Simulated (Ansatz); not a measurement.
# SnTe2 (model cell, started as rutile): phonons and vibrational spectra, part 2 of 2

Wanted: phonon frequencies of SnTe2 (model cell, started as rutile) and what follows from them.

Ansatz 0.2.0; DFT PBE, scalar-relativistic, plane waves, PAW.

So far: Starting point; Bringing the structure to rest.

The structure was built from a prototype and need not be the compound's stable phase.

### Step 3. Relaxation

The relaxation is repeated from its end on the same settings, as a check that it has come to rest.

Input file input.yaml:

```yaml
crystal:
  lattice:
    - [7.0615379015, 0.0, 0.0]
    - [0.0, 7.0615379015, 0.0]
    - [0.0, 0.0, 4.4226511855]
  atoms:
    - { symbol: Sn, position: [0.0, 0.0, 0.0] }
    - { symbol: Sn, position: [0.5, 0.5, 0.5] }
    - { symbol: Te, position: [0.3019975446, 0.3019975446, 0.0] }
    - { symbol: Te, position: [0.6980024554, 0.6980024554, 0.0] }
    - { symbol: Te, position: [0.8019975446, 0.1980024554, 0.5] }
    - { symbol: Te, position: [0.1980024554, 0.8019975446, 0.5] }
kpoints:
  mp_grid: { grid: [6, 6, 8] }
hamiltonian:
  xc: pbe
scf:
  occupations: { method: gaussian, width: 0.1 }
output:
  forces: true
  stress: true
  eigenvalues: true
  write_density: true
  write_potential: true
  elf: true
  volumetric_format: npy
relax:
  adjacent_minimum: "off"
  f_tol: 0.005
  max_steps: 80
  cell: { stress_tol: 0.05 }
```

Command:

```console
$ ansatz run input.yaml --threads 4 --pin off --max-ram 14336MiB --backend cpu --events-out ev --progress --plain --runs-dir out
```

Numbers of over 12 decimals in the logs are rounded to 6 here.

Log:

```text
[...]
Crystal: 6 atoms, lattice volume = 220.537 Å³
Basis set: ecut = 420 eV, 4307 PW (Γ), exchange–correlation on 96×96×60 points (8 copies of the dense FFT grid, shifted against one another)
Bands: 56, of which v1, the nominal top of the filled ones, is band 46 counted from 1 (45 counted from 0)
Symmetry: 16 space group operations
[...]
k-points: 50 of 288
[...]
cell:  # Å, volume = 220.5369 Å³
    - [7.0615379015, 0.0, 0.0]
    - [0.0, 7.0615379015, 0.0]
    - [0.0, 0.0, 4.4226511855]
  atoms:
    - { symbol: Sn, position: [0.0, 0.0, 0.0] }
    - { symbol: Sn, position: [0.5, 0.5, 0.5] }
    - { symbol: Te, position: [0.3019975446, 0.3019975446, 0.0] }
    - { symbol: Te, position: [0.6980024554, 0.6980024554, 0.0] }
    - { symbol: Te, position: [0.8019975446, 0.1980024554, 0.5] }
    - { symbol: Te, position: [0.1980024554, 0.8019975446, 0.5] }
[key lines of the parts left out:]
SCF converged after 5 iterations
Free energy (F): -39967.741300 eV
Fermi energy:    6.786733 eV
P = ⅓ Tr σ = -0.0064 GPa (-0.064 kbar)
```

The job ended after 18 s (4 threads of Arm Neoverse V2, shared host; peak memory 0.89 GiB).

Little changed from the start: no atom moved by 0.005 Å and no cell edge by 0.1 %.

Numbers from this step:

- pressure: -0.006428 GPa

In this step the volume went from 36.76 to 36.76 Å³/atom.

### Step 4. Tight relaxation

Phonons need a cell at rest on their own settings, so the relaxation is repeated with tight tolerances on forces and stress on the k mesh and occupations of the first response run.

input.yaml, the sections that differ from step 3:

```yaml
scf:
  occupations: { method: methfessel_paxton, width: 0.2 }
output:
  forces: true
  stress: true
  eigenvalues: true
relax:
  adjacent_minimum: "off"
  f_tol: 0.001
  max_steps: 60
  cell: { stress_tol: 0.01 }
# crystal, kpoints, hamiltonian: as in step 3
```

Log:

```text
[...]
Crystal: 6 atoms, lattice volume = 220.537 Å³
Basis set: ecut = 420 eV, 4307 PW (Γ), exchange–correlation on 96×96×60 points (8 copies of the dense FFT grid, shifted against one another)
Bands: 56, of which v1, the nominal top of the filled ones, is band 46 counted from 1 (45 counted from 0)
Symmetry: 16 space group operations
[...]
k-points: 50 of 288
[...]
cell:  # Å, volume = 220.3688 Å³
    - [7.057721, 0, 0.0]
    - [0, 7.057721, 0.0]
    - [0.0, 0.0, 4.424060]
  atoms:
    - { symbol: Sn, position: [0, 0, 0.0] }
    - { symbol: Sn, position: [0.500000, 0.500000, 0.5] }
    - { symbol: Te, position: [0.302069, 0.302069, 0.0] }
    - { symbol: Te, position: [0.697931, 0.697931, 0.0] }
    - { symbol: Te, position: [0.802069, 0.197931, 0.5] }
    - { symbol: Te, position: [0.197931, 0.802069, 0.5] }
[key lines of the parts left out:]
SCF converged after 6 iterations
Free energy (F): -39967.729687 eV
Fermi energy:    6.798882 eV
P = ⅓ Tr σ = 0.0016 GPa (0.016 kbar)
```

Elapsed: 30 s, on 4 threads; peak memory 0.89 GiB.

Little changed from the start: no atom moved by 0.005 Å and no cell edge by 0.1 %.

This step gave:

```yaml
pressure: 0.001580 GPa
volume_per_atom: 36.73 Å³
```

The largest force component left is 0.83 meV/Å and the pressure is 0.002 GPa, within the tolerances set. The cell now holds 36.73 Å³/atom.

### Step 5. Modes at Γ

The zone centre comes first: it holds the modes that light can see, as far as symmetry allows. No field response is asked, since the mesh shows no gap.

Input file input.yaml:

```yaml
crystal:
  lattice:
    - [7.0577214653, 0.0, 0.0]
    - [0.0, 7.0577214653, 0.0]
    - [0.0, 0.0, 4.4240602484]
  atoms:
    - { symbol: Sn, position: [0.0, 0.0, 0.0] }
    - { symbol: Sn, position: [0.5, 0.5, 0.5] }
    - { symbol: Te, position: [0.3020693096, 0.3020693096, 0.0] }
    - { symbol: Te, position: [0.6979306904, 0.6979306904, 0.0] }
    - { symbol: Te, position: [0.8020693096, 0.1979306904, 0.5] }
    - { symbol: Te, position: [0.1979306904, 0.8020693096, 0.5] }
kpoints:
  mp_grid: { grid: [6, 6, 8] }
hamiltonian:
  xc: pbe
scf:
  occupations: { method: methfessel_paxton, width: 0.2 }
output:
  eigenvalues: true
phonons:
  method: dfpt
```

Log:

```text
zone centre: on kpoints.mp_grid the ground state, and the responses unless they are solved on pairs of k-points, stand on 100 of the mesh's 288 k-points, reduced under 2 symmetry operations, with k and −k counted as one. Each operation leaves every solved displacement unchanged or reverses it
[...]
Crystal: 6 atoms, lattice volume = 220.369 Å³
Basis set: ecut = 420 eV, 4307 PW (Γ), exchange–correlation on 96×96×60 points (8 copies of the dense FFT grid, shifted against one another)
Bands: 56, of which v1, the nominal top of the filled ones, is band 46 counted from 1 (45 counted from 0)
Symmetry: 16 space group operations
k-points: 100 of 288 (irreducible under 2 space group operations, time reversal used)
[...]
SCF iter   1: F=—  HF=-39967.731625 eV  |F-HF|=—  |Δ(HF+E_count)|=         —  Δρ=1.80e-3  dr2=6.86e-3  ethr=1.77e-3  ⟨swp⟩=8.0  Hψ=22907  notcnv=0
[...]
SCF iter   9: F=-39967.729687 eV  HF=-39967.729687 eV  |F-HF|=1.46e-11  |Δ(HF+E_count)|=  1.60e-10  S|Δr|=    0.00e0  Δρ=5.47e-8  dr2=5.97e-12  ethr=1.00e-12  ⟨swp⟩=11.3  Hψ=36231  notcnv=0
SCF 1 converged in 9 iterations: F = -39967.729687 eV  dr2 = 5.97e-12
[...]
DFPT response loops at Γ: preconditioner auto → Kerker (q_TF=auto, 2.359 Å⁻¹) (partly filled bands, converged f_vac=0.081); β = 1.00, the filter's whole step (`scf.mixing.beta` (0.50) is not read by the response loops under this deck's `scf.mixing.preconditioner`; to damp them name `kerker` or `kerker_dos`, under which they read `scf.mixing.beta`, and type it under 1.00, their step now; both keys bind the ground state too); Broyden in place of MSR1
SCF converged after 9 iterations
[...]
Free energy (F): -39967.729687 eV
[...]
Internal energy: -39967.726393 eV  (E = F + TS)
E sigma→0 (E₀):  -39967.728864 eV
Entropy (-TS):   -0.003294 eV (-0.549 meV/atom)
Fermi energy:    6.798882 eV
[...]
--- Band table (eV; the first three rows and the last of 100) ---
  k-point 0: bands = [... 42 lower, 6.1167, 6.1167, 6.7689, 6.7689, 7.3910, 7.4573, 8.6786, 8.6786, ... 6 higher]
  k-point 1: bands = [... 42 lower, 5.4147, 6.5494, 6.7845, 6.7845, 7.2510, 7.9511, 9.3127, 9.3127, ... 6 higher]
  k-point 2: bands = [... 42 lower, 4.6276, 6.5073, 6.5073, 6.8349, 6.8498, 8.3424, 9.9957, 10.1983, ... 6 higher]
  k-point 99: bands = [... 42 lower, 6.1659, 6.1659, 6.3520, 6.3520, 6.7320, 6.7320, 10.3692, 10.3692, ... 6 higher]
--- Phonons (Γ-DFPT): 4 representative perturbations + reference, on 100 of 288 k-points (Σ response iterations 12) ---
  k mesh reduced under 2 symmetry operations, with k and −k counted as one. Each operation leaves every solved displacement unchanged or reverses it
  ASR residual: 1.174e-4 → 0.000e0 eV/Å²; symmetrization residual: 2.986e-5 eV/Å²
  ASR residual per site (eV/Å²): 1.17e-4 1.17e-4 1.14e-4 1.14e-4 1.14e-4 1.14e-4
  Γ frequencies (cm⁻¹): -55.46 -55.46 -48.43 -36.33 -11.64 0.00 0.00 0.00 82.03 82.03 86.44 86.44 107.95 114.93 131.07 132.39 135.86 135.86
  non-analytic LO–TO correction: not included (Born effective charges unavailable; polar crystals: no LO–TO splitting at Γ)
```

The job ended after 2.6 min (4 threads; peak memory 3.8 GiB; 10 min of CPU time).

Numbers from this step:

* sum-rule residual before enforcement: 1.17e-4 eV/Å²
* point group: 4/mmm
* highest optical mode at the zone centre (no LO-TO term): 135.9 cm⁻¹
* lowest optical zone-centre mode: -55.46 cm⁻¹

Patterns of degenerate modes are one choice out of their space. The modes at Γ (shares of kinetic energy by element, %) (negative means imaginary):

```tsv
mode	frequency (cm⁻¹)	symmetry	Sn %	Te %
1	-55.5	Eu	29	71
2	-55.5	Eu	29	71
3	-48.4	A2g	0	100
4	-36.3	B1g	0	100
5	-11.6	B1u	54	46
6	0.0	acoustic	32	68
7	0.0	acoustic	32	68
8	0.0	acoustic	32	68
9	82.0	Eg	0	100
10	82.0	Eg	0	100
11	86.4	Eu	70	30
12	86.4	Eu	70	30
13	108.0	A1g	0	100
14	114.9	B2g	0	100
15	131.1	A2u	68	32
16	132.4	B1u	46	54
17	135.9	Eu	69	31
18	135.9	Eu	69	31
```

Displacements in mode 2 (-55.5 cm⁻¹), the largest set to 1:
```
Sn1 -1.00 -0.21  0.00
Sn2 -0.98  0.07  0.00
Te3  0.39 -0.92  0.00
Te4  0.39 -0.92  0.00
Te5  0.53  0.99  0.00
Te6  0.53  0.99  0.00
```

Displacements in mode 18 (135.9 cm⁻¹), the largest set to 1:
```
Sn1  0.00 -0.29  0.00
Sn2  0.96  1.00  0.00
Te3 -0.44 -0.46  0.00
Te4 -0.44 -0.46  0.00
Te5  0.00  0.13  0.00
Te6  0.00  0.13  0.00
```

Before it was imposed, the acoustic sum rule was missed by 1.2e-4 eV/Å². Small misses are needed for a sound result but don't prove that mesh and cutoff are converged. The lowest optical mode is imaginary, 55.5i cm⁻¹, so the energy falls along it.

### Step 6. The dispersion

Stability and thermal properties need the whole zone. Linear response on a 2×2×2 q mesh gives force constants as far as a supercell of that size would.

Edit input.yaml of step 5 so:

```diff
@@ -22 +22,9 @@
   method: dfpt
+  qmesh: [2, 2, 2]
+  temperatures: { t_max: 1000, t_step: 50 }
+  qpath:
+    path:
+      - [[0.0, 0.0, 0.0], [0.0, 0.5, 0.0], [0.5, 0.5, 0.0], [0.0, 0.0, 0.0], [0.0, 0.0, 0.5], [0.0, 0.5, 0.5], [0.5, 0.5, 0.5], [0.0, 0.0, 0.5]]
+      - [[0.0, 0.5, 0.0], [0.0, 0.5, 0.5]]
+      - [[0.5, 0.5, 0.0], [0.5, 0.5, 0.5]]
+    npoints: 10
```

Log:

```text
Warning: phonons: the dynamical matrix that this run interpolates holds no multipole term above the dipole-dipole one, and a site of this crystal is no centre of inversion, so its interpolated transverse optical and acoustic branches and sound speeds can stay off near Gamma, and the density of states and the thermodynamics with them. What a run solves at a wave vector of phonons.qpoints, Gamma apart, where the deck admits one, is free of this, and under fd what a larger phonons.supercell samples
[...]
Crystal: 6 atoms, lattice volume = 220.369 Å³
Basis set: ecut = 420 eV, 4307 PW (Γ), exchange–correlation on 96×96×60 points (8 copies of the dense FFT grid, shifted against one another)
Bands: 56, of which v1, the nominal top of the filled ones, is band 46 counted from 1 (45 counted from 0)
Symmetry: 16 space group operations
k-points: 50 of 288
[...]
SCF iter   1: F=—  HF=-39967.731629 eV  |F-HF|=—  |Δ(HF+E_count)|=         —  Δρ=1.80e-3  dr2=6.86e-3  ethr=1.77e-3  ⟨swp⟩=8.1  Hψ=11464  notcnv=0
[...]
SCF iter   9: F=-39967.729687 eV  HF=-39967.729687 eV  |F-HF|=0.00e0  |Δ(HF+E_count)|=  1.46e-10  S|Δr|=    0.00e0  Δρ=5.50e-8  dr2=6.01e-12  ethr=1.00e-12  ⟨swp⟩=11.3  Hψ=18139  notcnv=0
SCF 1 converged in 9 iterations: F = -39967.729687 eV  dr2 = 6.01e-12
[...]
SCF iter   8: F=-39967.729687 eV  HF=-39967.729687 eV  |F-HF|=1.46e-11  |Δ(HF+E_count)|=  7.28e-12  S|Δr|=    0.00e0  Δρ=2.12e-8  dr2=1.69e-12  ethr=1.00e-12  ⟨swp⟩=3.0  Hψ=7382  notcnv=0
SCF 2 converged in 8 iterations: F = -39967.729687 eV  dr2 = 1.69e-12
[...]
phonons: the bands overlap, so this run is a metal and interpolates without the dipole-dipole term. If the crystal is really an insulator or semiconductor, its LO-TO splitting is missing
NSCF: frozen V_eff on 50 k-points
WARN: eigensolver did not converge (k=1): 1 band(s) unlocked after 20 sweeps at ethr=1.22e-12 eV (storage-precision floor; scheduled 1.00e-12 eV) (lowest unlocked band 55, counted from 0; max residual 3.01e-6 eV among the unlocked bands, 3.01e-6 eV over every band; other slots of this pass that fall short are told together in one closing line; warning suppressed until the next SCF loop or pass starts)
[...]
DFPT response loops at q = (0, 0, 0) (fractional): preconditioner auto → Kerker (q_TF=auto, 2.359 Å⁻¹) (partly filled bands, converged f_vac=0.081); β = 1.00, the filter's whole step (`scf.mixing.beta` (0.50) is not read by the response loops under this deck's `scf.mixing.preconditioner`; to damp them name `kerker` or `kerker_dos`, under which they read `scf.mixing.beta`, and type it under 1.00, their step now; both keys bind the ground state too); Broyden in place of MSR1
[...]
SCF converged after 9 iterations
[...]
Free energy (F): -39967.729687 eV
[...]
Internal energy: -39967.726393 eV  (E = F + TS)
E sigma→0 (E₀):  -39967.728864 eV
Entropy (-TS):   -0.003294 eV (-0.549 meV/atom)
Fermi energy:    6.798882 eV
[...]
--- Band table (eV; the first three rows and the last of 50) ---
  k-point 0: bands = [... 42 lower, 6.1167, 6.1167, 6.7689, 6.7689, 7.3910, 7.4573, 8.6786, 8.6786, ... 6 higher]
  k-point 1: bands = [... 42 lower, 5.4147, 6.5494, 6.7845, 6.7845, 7.2510, 7.9511, 9.3127, 9.3127, ... 6 higher]
  k-point 2: bands = [... 42 lower, 4.6276, 6.5073, 6.5073, 6.8349, 6.8498, 8.3424, 9.9957, 10.1983, ... 6 higher]
  k-point 49: bands = [... 42 lower, 6.1659, 6.1659, 6.3520, 6.3520, 6.7320, 6.7320, 10.3692, 10.3692, ... 6 higher]
--- Phonons (Γ-DFPT): 4 representative perturbations + reference (Σ response iterations 12) ---
  ASR residual: 1.167e-4 → 0.000e0 eV/Å²; symmetrization residual: 2.980e-5 eV/Å²
  ASR residual per site (eV/Å²): 1.16e-4 1.16e-4 1.17e-4 1.17e-4 1.17e-4 1.17e-4
[...]
--- Phonons (arbitrary-q DFPT): 6 irreducible q on the 2×2×2 mesh ---
  q = [0.0000, 0.0000, 0.0000] (star 1, of the zone-centre solve; hermiticity 1.38e-5, symmetrization 8.99e-12): -55.46 -55.46 -48.43 -36.33 -11.64 -0.00 -0.00 0.00 82.03 82.03 86.44 86.44 107.95 114.93 131.07 132.39 135.86 135.86
  q = [0.0000, 0.0000, -0.5000] (star 1, 4 solved perturbations in 330 linear systems a pass and spin channel, the states on 100 of 288 k-point pairs; hermiticity 1.33e-5, symmetrization 4.84e-12): -57.93 -57.93 -45.19 -45.19 25.05 25.05 59.29 59.29 87.88 87.88 90.10 90.10 97.84 97.84 118.99 118.99 133.69 133.69
  q = [0.0000, -0.5000, 0.0000] (star 2, 6 solved perturbations on 100 of 288 k-point pairs; hermiticity 1.55e-5, symmetrization 2.93e-6): -56.43 -56.43 -44.81 -44.81 -8.11 -8.11 51.96 51.96 63.24 63.24 83.77 83.77 125.35 125.35 130.95 130.95 133.94 133.94
[...]
sum rule: each row above includes the acoustic sum rule's correction from the zone centre's row sums; it moved no ω² by more than (0.63 cm⁻¹)²
  mesh force constants: q→R imaginary residual 1.03e-17; ASR residual 1.167e-4 → 0.000e0 eV/Å²; symmetrization residual 2.665e-15 eV/Å²
  interpolated dispersion: 93 rows × 18 modes
  density of states and harmonic sums: on the 10×10×14 q-mesh, interpolated from the force constants of a 2×2×2 supercell (no non-analytic term)
  largest difference from the sums on the solved wave vectors: F 3.68e-1 eV, S 4.68e-4 and C_V 1.00e-4 eV/K
  zero-point energy: 0.073828 eV/cell   skipped modes (ω ≤ 0): 785, of them read as no rigid motion or as one in doubt: 782 (4.588e0 modes/cell left out, lowest -63.89 cm⁻¹)   left out of the sums: 2.55e-1 of the cell's modes: C_V's classical limit lies that fraction below 3 k_B per atom; for a crystal, a wire or a layer, F and S can be off by more, and a phonons.interpolated_qmesh denser along its periods is the remedy for the sampling
```

Run time: 15 min. Hardware: 4 threads; peak memory 3.2 GiB; 60 min of CPU time.

Numbers from this step:

| Quantity | Value |
| --- | --- |
| lowest frequency on the path | -63.89 cm⁻¹ |
| highest frequency on the path or at a solved wavevector | 136.7 cm⁻¹ |
| lowest mode on the q mesh (acoustic modes at Γ apart) | -63.89 cm⁻¹ |

Frequencies (cm⁻¹) solved at each irreducible wavevector; negative means imaginary. Frequencies by wavevector, by row:

```tsv
q in reciprocal lattice units	star	mode 1	mode 2	mode 3	mode 4	mode 16	mode 17	mode 18
0 0 0	1	-55.5	-55.5	-48.4	-36.3	132.4	135.9	135.9
0 0 -0.5	1	-57.9	-57.9	-45.2	-45.2	119	133.7	133.7
0 -0.5 0	2	-56.4	-56.4	-44.8	-44.8	130.9	133.9	133.9
0 -0.5 -0.5	2	-52	-52	-41	-41	122	135.1	135.1
-0.5 -0.5 0	1	-63.9	-63.9	-55.6	-55.6	130.5	133.5	133.5
-0.5 -0.5 -0.5	1	-45.8	-45.8	-39.3	-39.3	119.9	136.6	136.6
```

Interpolated from a 2×2×2 q mesh, rough between the solved points. Phonon branches along the path, in cm⁻¹:

```tsv
point	branch 1	branch 2	branch 3	branch 4	branch 15	branch 16	branch 17	branch 18
Γ	-56	-56	-48	-36	131	132	136	136
halfway	-56	-55	-48	-39	131	132	135	135
X	-56	-56	-45	-45	131	131	134	134
halfway	-60	-60	-50	-50	131	131	134	134
M	-64	-64	-56	-56	130	130	134	134
halfway	-58	-57	-50	-44	131	131	134	134
Γ	-56	-56	-48	-36	131	132	136	136
halfway	-57	-57	-48	-40	126	126	131	134
Z	-58	-58	-45	-45	119	119	134	134
halfway	-55	-55	-43	-43	119	119	134	134
R	-52	-52	-41	-41	122	122	135	135
halfway	-49	-49	-40	-40	120	120	136	136
A	-46	-46	-39	-39	120	120	137	137
halfway	-54	-49	-45	-39	119	120	134	136
Z	-58	-58	-45	-45	119	119	134	134
jump to X	-56	-56	-45	-45	131	131	134	134
halfway	-53	-53	-46	-46	126	126	134	134
R	-52	-52	-41	-41	122	122	135	135
jump to M	-64	-64	-56	-56	130	130	134	134
halfway	-52	-52	-51	-51	125	125	134	134
A	-46	-46	-39	-39	120	120	137	137
```

The phonon density of states has structure finer than the step of the table below, so its rows give means over 10 cm⁻¹, whole bins alone (the curve runs from -65 to 137 cm⁻¹). Peaks (cm⁻¹: height): -55.0: 0.321, -49.0: 0.266, 13.0: 0.108, 93.0: 0.175, 121.0: 0.305, 133.0: 0.498.

Tetrahedra on a 10×10×14 mesh, mean over bins of 2 cm-1. Interpolated from a 2×2×2 q mesh, rough between the solved points. Phonon density of states against wavenumber; means over each step:

```tsv
wavenumber (cm⁻¹)	phonon density of states (1/cm⁻¹/cell)
-60	0.0908
-50	0.216
-40	0.0934
-30	0.00101
-20	0.0120
-10	0.0259
0	0.0420
10	0.0897
20	0.0540
30	0.0348
40	0.0624
50	0.0524
60	0.0296
70	0.0476
80	0.115
90	0.165
100	0.0871
110	0.0831
120	0.190
130	0.253
```

The partial phonon density of states has structure finer than the step of the table below, so its rows give means over 5 cm⁻¹, whole bins alone (the curve runs from -73.5 to 151 cm⁻¹). Peaks (cm⁻¹: height): Sn -55.2: 0.0296, 12.5: 0.0551, 77.4: 0.0492, 121.1: 0.0917, 133.8: 0.225; Te -55.2: 0.213, 12.5: 0.0546, 92.9: 0.148, 121.1: 0.145, 133.8: 0.171.

Phonopy on the run's constants, 9x9x13 mesh, Gaussian sigma 2.0 cm-1. Interpolated from a 2×2×2 q mesh, rough between the solved points. Partial phonon density of states against wavenumber; means over each step; values in 1/cm⁻¹/cell:

```tsv
wavenumber (cm⁻¹)	Sn	Te
-70	1.4e-5	8.9e-5
-65	8.6e-4	0.00580
-60	0.00944	0.0667
-55	0.0255	0.197
-50	0.0140	0.202
-45	0.00677	0.156
-40	0.00309	0.0987
-35	3.9e-4	0.0141
-30	0.00161	6.9e-4
-25	0.00452	0.00193
-20	0.00843	0.00434
-15	0.0169	0.0106
-10	0.0211	0.0155
-5	0.0118	0.0112
0	0.00886	0.0110
5	0.0241	0.0279
10	0.0467	0.0489
15	0.0505	0.0489
20	0.0315	0.0305
25	0.0177	0.0172
30	0.0138	0.0143
35	0.0219	0.0235
40	0.0298	0.0339
45	0.0288	0.0330
50	0.0274	0.0313
55	0.0151	0.0110
60	0.0206	0.0129
65	0.0206	0.0144
70	0.0265	0.0227
75	0.0405	0.0433
80	0.0397	0.0720
85	0.0252	0.122
90	0.0211	0.140
95	0.0152	0.130
100	0.0110	0.0787
105	0.0114	0.0448
110	0.0200	0.0592
115	0.0409	0.0877
120	0.0805	0.132
125	0.0647	0.0786
130	0.132	0.102
135	0.171	0.130
140	0.0202	0.0156
145	4.9e-5	4.2e-5
```

Symmetry leaves 6 wavevectors to solve. The lowest mode among them, the acoustic zeros apart, lies at q = (-0.5, -0.5, 0) and is imaginary, 63.9i cm⁻¹, so the energy falls along it.

### Step 7. Summary of results

```json
{
  "space group after relaxation (within 0.01 Å)": "P4_2/mnm",
  "volume per atom": "36.7 Å³",
  "electronic character": "no gap on this mesh",
  "highest optical mode at the zone centre (no LO-TO term)": "136 cm⁻¹",
  "lowest optical zone-centre mode": "-55.5 cm⁻¹",
  "lowest mode on the q mesh (acoustic modes at Γ apart)": "-63.9 cm⁻¹",
  "highest frequency on the path or at a solved wavevector": "137 cm⁻¹",
  "imaginary modes on the 2×2×2 q mesh": "yes"
}
```

**Reading.** Modes are clearly imaginary (beyond 10i cm⁻¹) at 6 of the 6 irreducible wavevectors, most at q = (-0.5, -0.5, 0) (63.9i cm⁻¹), so this structure is not a minimum of the energy. The optical modes at Γ span -55 to 136 cm⁻¹ (negative means imaginary). The highest mode in this list at Γ, 135.9 cm⁻¹, has its largest share on Sn (69 % of the kinetic energy). The q mesh stands for a supercell only 8.8 Å across, so branches between the solved wavevectors are rough. With no gap, or one that is small against the smearing, the frequencies hang on the k mesh and the smearing, most of all near Kohn anomalies. A semilocal functional can close a gap that the real compound would have, so the metallic treatment may be an artefact of the level. Spin-orbit coupling is left out, which can matter for the heavy elements here. A phonon run warned that its eigensolver left some bands unconverged in a pass. The starting cell was built on a prototype and not taken from a measurement, so the phase need not exist. These are harmonic frequencies at zero temperature: anharmonic shifts, linewidths and thermal expansion are left out.

[Logs are printed without paths, hosts, clocks, repeated set-up lines and the standing remarks that a program may print on its own settings, such as how far it seeks lower states.]

[Hosts, paths, dates, database ids (printed as entryN), source tags and the programs' standing remarks are cut or masked in the printed files.]
